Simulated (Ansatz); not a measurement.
# Phonons of Ru (P6_3/mmc, 2 atoms in the cell) against volume, part 2 of 2

Wanted: Grüneisen parameters and pressure coefficients of the modes of Ru (P6_3/mmc, 2 atoms in the cell).

Ansatz 0.2.0; DFT LDA, scalar-relativistic, plane waves, PAW; PAW set soft_1.

So far, highest optical mode at the zone centre (no LO-TO term) (cm⁻¹): step 5 (modes at rest) 278; step 7 (volume ratio 1.06) 236.

**9. Modes of this member: 0.9 times the volume at rest**

The zone-centre modes follow for 0.9 times the volume at rest.

File input.yaml:

```yaml
crystal:
  lattice:
    - [2.5790098788, 0.0, 0.0]
    - [-1.2895049394, 2.2334880716, 0.0]
    - [0.0, 0.0, 4.089514766]
  atoms:
    - { symbol: Ru, position: [0.3333333333, 0.6666666667, 0.25] }
    - { symbol: Ru, position: [0.6666666667, 0.3333333333, 0.75] }
kpoints:
  mp_grid: { grid: [18, 18, 12] }
hamiltonian:
  xc: lda
  pseudopotentials: { kind: paw, azcp: { folder: soft_1 }, xc_functional: pbe }
scf:
  occupations: { method: methfessel_paxton, width: 0.2 }
output:
  eigenvalues: true
phonons:
  method: dfpt
```

Launch:

```sh
$ ansatz run input.yaml --threads 4 --pin off --max-ram 10240MiB --backend cpu --events-out ev --progress --plain --runs-dir out
```

Numbers of over 12 decimals in the logs are rounded to 6 here.

Output:

```text
[...]
Crystal: 2 atoms, lattice volume = 23.556 Å³
Basis set: ecut = 420 eV, 463 PW (Γ), exchange–correlation on 36×36×60 points (8 copies of the dense FFT grid, shifted against one another)
Bands: 20, of which v1, the nominal top of the filled ones, is band 16 counted from 1 (15 counted from 0)
Symmetry: 24 space group operations
k-points: 637 of 3888 (irreducible under 4 space group operations, time reversal used)
[...]
k-point 2: bands = [... 12 lower, 24.1524, 24.7668, 24.7668, 26.1403, 26.1403, 27.8355, 28.8570, 28.8570, ... 4 higher]
  k-point 636: bands = [... 12 lower, 24.2185, 24.2185, 25.6869, 25.6869, 29.4595, 29.4595, 33.4204, 33.4204, ... 4 higher]
[...]
ASR residual: 1.060e-4 → 0.000e0 eV/Å²; symmetrization residual: 7.923e-13 eV/Å²
  ASR residual per site (eV/Å²): 1.06e-4 1.06e-4
  Γ frequencies (cm⁻¹): 0.00 0.00 0.00 244.96 244.96 356.09
[...]
[key lines of the parts left out:]
SCF converged after 8 iterations
Free energy (F): -11516.297858 eV
Fermi energy:    27.376220 eV
```

Wall time 8.8 s (4 threads of AMD EPYC 9B45 (Zen 5), shared host); peak memory 1.2 GiB.

Numbers from this step:

```
sum-rule residual before enforcement                    : 1.06e-4 eV/Å²
highest optical mode at the zone centre (no LO-TO term) : 356.1 cm⁻¹
lowest optical zone-centre mode                         : 245.0 cm⁻¹
```

Patterns of degenerate modes are one choice out of their space. Modes at Γ:

```
mode  frequency (cm⁻¹)  symmetry
   1               0.0  acoustic
   2               0.0  acoustic
   3               0.0  acoustic
   4             245.0       E2g
   5             245.0       E2g
   6             356.1       B1g
```

Displacements in mode 5 (245.0 cm⁻¹), the largest set to 1:
```
Ru1  0.00  1.00  0.00
Ru2  0.00 -1.00  0.00
```

Displacements in mode 6 (356.1 cm⁻¹), the largest set to 1:
```
Ru1  0.00  0.00  1.00
Ru2  0.00  0.00 -1.00
```

The lowest optical mode is real, 245 cm⁻¹, and the highest lies at 356.1 cm⁻¹.

Between step 5 and this run (volume ratio 0.9) the value for the highest optical mode at the zone centre (no LO-TO term) moves from 278 cm⁻¹ to 356 cm⁻¹ (+28 %).

**10. All members side by side**

The members are set side by side, also those not shown above.

Each row is one cell with its response, relaxed at fixed volume as far as symmetry leaves anything free; energies are extrapolated to zero smearing, and E0 is that at rest; shape and atoms are relaxed in each cell where symmetry leaves them free; all runs use 18×18×12 k points and Methfessel-Paxton smearing of 0.2 eV. State of the crystal along the series:

```
volume ratio  V (Å³/atom)  pressure (GPa)  E - E0 (meV/atom)  first cell vector (Å)  third cell vector (Å)
         0.9        11.78           49.61              183.3                  2.579                   4.09
        0.92        12.04           37.29              112.5                  2.599                  4.117
        0.94         12.3            26.3              60.75                  2.618                  4.145
        0.96        12.56           16.51              25.93                  2.637                  4.172
        0.98        12.82           7.781              6.235                  2.656                  4.198
        0.99        12.96           3.779              1.522                  2.666                  4.211
           1        13.09        0.002125                  0                  2.675                  4.224
        1.02        13.35          -6.926              5.779                  2.693                  4.249
        1.04        13.61          -13.09              22.23                  2.712                  4.274
        1.06        13.87          -18.57               48.2                   2.73                  4.298
```

Each mode is tracked from rest by its pattern, and modes that stay within 0.3 cm⁻¹ of each other stand once; shape and atoms are relaxed in each cell where symmetry leaves them free; all runs use 18×18×12 k points and Methfessel-Paxton smearing of 0.2 eV. Optical modes along the series:

```
V (Å³/atom)  mode 4 E2g (cm⁻¹)  mode 6 B1g (cm⁻¹)
      11.78                245              356.1
      12.04              237.8              339.4
       12.3              230.9              323.3
      12.56              224.3              307.7
      12.82              217.8              292.5
      12.96              214.7              285.1
      13.09              211.6              277.7
      13.35              205.5              263.3
      13.61              199.7              249.3
      13.87                194              235.6
```

From cubic fits (parabolas where under five rows exist) of ln ω and P against ln V through the rows within about 4 % of rest: γ = −d ln ω / d ln V and dω/dP = γ ω / B. Slopes at rest:

```
      mode  fitted frequency at rest (cm⁻¹)  Grüneisen parameter γ  dω/dP (cm⁻¹/GPa)
mode 4 E2g                            211.6                   1.45              0.84
mode 6 B1g                            277.7                   2.62              1.99
```

**11. What came out**

```
members                                                          : 10
highest optical mode at the zone centre (no LO-TO term), at rest : 277.7 cm⁻¹
bulk modulus at rest                                             : 366 GPa
mode 4 E2g, γ                                                    : 1.45
mode 6 B1g, γ                                                    : 2.62
```

In words: The series spans -18.6 to 49.6 GPa, and the slope at rest gives a bulk modulus of 366 GPa. Among the modes in the table of slopes γ runs from 1.45 (mode 4 E2g) to 2.62 (mode 6 B1g). One k mesh and one cutoff serve the ground states and modes of all volumes. These are harmonic frequencies at zero temperature: anharmonic shifts, linewidths and thermal expansion are left out. With no gap, or one that is small against the smearing, the frequencies hang on the k mesh and the smearing, most of all near Kohn anomalies. The PAW files were made for PBE; the program adapts parts of them to the functional of the run, but their partial waves stay those of PBE, an approximation that was not tested in this session. Only the zone centre was solved, so an instability at another wavevector cannot show here.

[Logs are printed without paths, hosts, clocks, repeated set-up lines and the standing remarks that a program may print on its own settings, such as how far it seeks lower states.]

[Hosts, paths, dates, database ids (printed as entryN), source tags and the programs' standing remarks are cut or masked in the printed files.]
